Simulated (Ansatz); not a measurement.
# How amorphous trans-polyacetylene (as short chains C28H32) changes with repeats of the contents

Do the results settle as the cell grows, and how fast does the cost rise?

Computed with Ansatz 0.2.0: Kohn-Sham DFT, PBE+D3(BJ), PAW (set soft_2). Every run is a single point, with the atoms held where the recipe put them (cutoff of the plane-wave runs 420 eV, gaussian smearing of 0.05 eV).

First member: 3 trans-polyacetylene chains of 13 units with methyl end groups placed at random, at 1.08 g/cm³; overlaps pushed apart, then 20 ps at 800 K with MMFF94 bonds, angles, torsions, charges and radii (Halgren, J. Comput. Chem. 17, 490 (1996)) in harmonic and 12-6 forms. Snapshot after 30 ps at 250 K and fixed volume.

Last member: 9 trans-polyacetylene chains of 13 units with methyl end groups placed at random, at 1.08 g/cm³; overlaps pushed apart, then 20 ps at 800 K with MMFF94 bonds, angles, torsions, charges and radii (Halgren, J. Comput. Chem. 17, 490 (1996)) in harmonic and 12-6 forms. Snapshot after 30 ps at 250 K and fixed volume.

The members:

| repeats of the contents | reduced formula | atoms | valence electrons | k-mesh | basis | density (g/cm³) |
| --- | --- | --- | --- | --- | --- | --- |
| 1 | H8C7 | 180 | 432 | 1×1×1 | plane waves | 1.08 |
| 2 | H8C7 | 360 | 864 | 1×1×1 | plane waves | 1.08 |
| 3 | H8C7 | 540 | 1296 | 1×1×1 | plane waves | 1.08 |

Each cell is one sample from a classical run, so sample-to-sample scatter enters every column; pressures lack the kinetic term, and hold the strain of bonds inside molecules, whose lengths the classical model set.

The input of the first member, without its atom lines; other members have their own cell and atoms, and may differ in mesh, basis and outputs:

```yaml
crystal:
  lattice:
    - [11.9497, 0.0, 0.0]
    - [0.0, 11.9497, 0.0]
    - [0.0, 0.0, 11.9497]
  atoms:
    [... 180 lines ...]
kpoints:
  mp_grid: { grid: [1, 1, 1] }
hamiltonian:
  xc: pbe
  dispersion: d3bj
scf:
  occupations: { method: gaussian, width: 0.05 }
output:
  forces: true
  stress: true
  populations: true
  dos:
    method: { smearing: { sigma: 0.1 } }
    de: 0.1
    projected: { site_lists: { C: [C], H: [H] } }
  eigenvalues: true
  write_density: true
  write_potential: true
  volumetric_format: npy
```

Results; charges are mean Löwdin charges in e:

| repeats of the contents | energy less the largest cell's (meV/atom) | pressure (GPa) | r.m.s. force (eV/Å) | gap (eV) | q(C) | q(H) |
| --- | --- | --- | --- | --- | --- | --- |
| 1 | -1.7 | 5.20 | 0.957 | 1.15 | -0.14 | +0.18 |
| 2 | 3.2 | 5.51 | 0.934 | 1.14 | -0.14 | +0.18 |
| 3 | 0.0 | 4.81 | 0.915 | 1.14 | -0.14 | +0.18 |

The gap is that between the highest filled and lowest empty Kohn-Sham level on the run's k-points, and semilocal functionals tend to put gaps under measured ones. The projection misses up to 0.029 e an atom, so the charges add up to more than the cell's charge. Löwdin charges hang on the projection basis and can even invert the polarity of covalent bonds.

Cost on 8 threads of Arm Neoverse V2, shared host:

| repeats of the contents | atoms | basis | k-mesh | SCF cycles | time | host memory (GiB) | Δ force from the first basis (meV/Å) |
| --- | --- | --- | --- | --- | --- | --- | --- |
| 1 | 180 | plane waves | 1×1×1 | 10 | 13 s | 2.1 | - |
| 1 | 180 | support functions | 1×1×1 | 13 | 31 s | 2.8 | 4.9 |
| 2 | 360 | plane waves | 1×1×1 | 11 | 76 s | 6.0 | - |
| 2 | 360 | support functions | 1×1×1 | 15 | 86 s | 5.9 | 5.0 |
| 3 | 540 | plane waves | 1×1×1 | 11 | 3.8 min | 10 | - |
| 3 | 540 | support functions | 1×1×1 | 13 | 2.5 min | 7.9 | 5.0 |

Times include the outputs that each run asked for, on hosts shared with other jobs.

What the series shows: The energy per atom of the smallest cell lies 1.7 meV below that of the largest; what changes from cell to cell is the k-sampling and the sample. The two largest cells differ by 3.2 meV/atom. The gap goes from 1.15 eV at 1 to 1.14 eV at 3; in single samples it varies with the configuration. The pressure is lowest at 3 (4.8 GPa) and highest at 2 (5.5 GPa), with no steady trend. Support functions take 2.4 times the wall time of plane waves at 180 atoms and 0.66 times at 540 (the times hold unlike extra outputs; shared hosts, so rough; some runs shed caches under their memory cap, which slows them).

**Limits.** The network of contacts between molecules at the start is that of the classical potential that made the cell, and needn't be the one that DFT or experiment would give. The cells aren't relaxed by DFT, which could reorder their energies.

[Logs are printed without paths, hosts, clocks, repeated set-up lines and the standing remarks that a program may print on its own settings, such as how far it seeks lower states.]

[Hosts, paths, dates, database ids (printed as entryN), source tags and the programs' standing remarks are cut or masked in the printed files.]

[The MMFF94 radii named for the starting cell were scaled by 0.96; in molecules described by MMFF94, hydrogen bound to N, O or S took a small fixed 12-6 site in their place.]
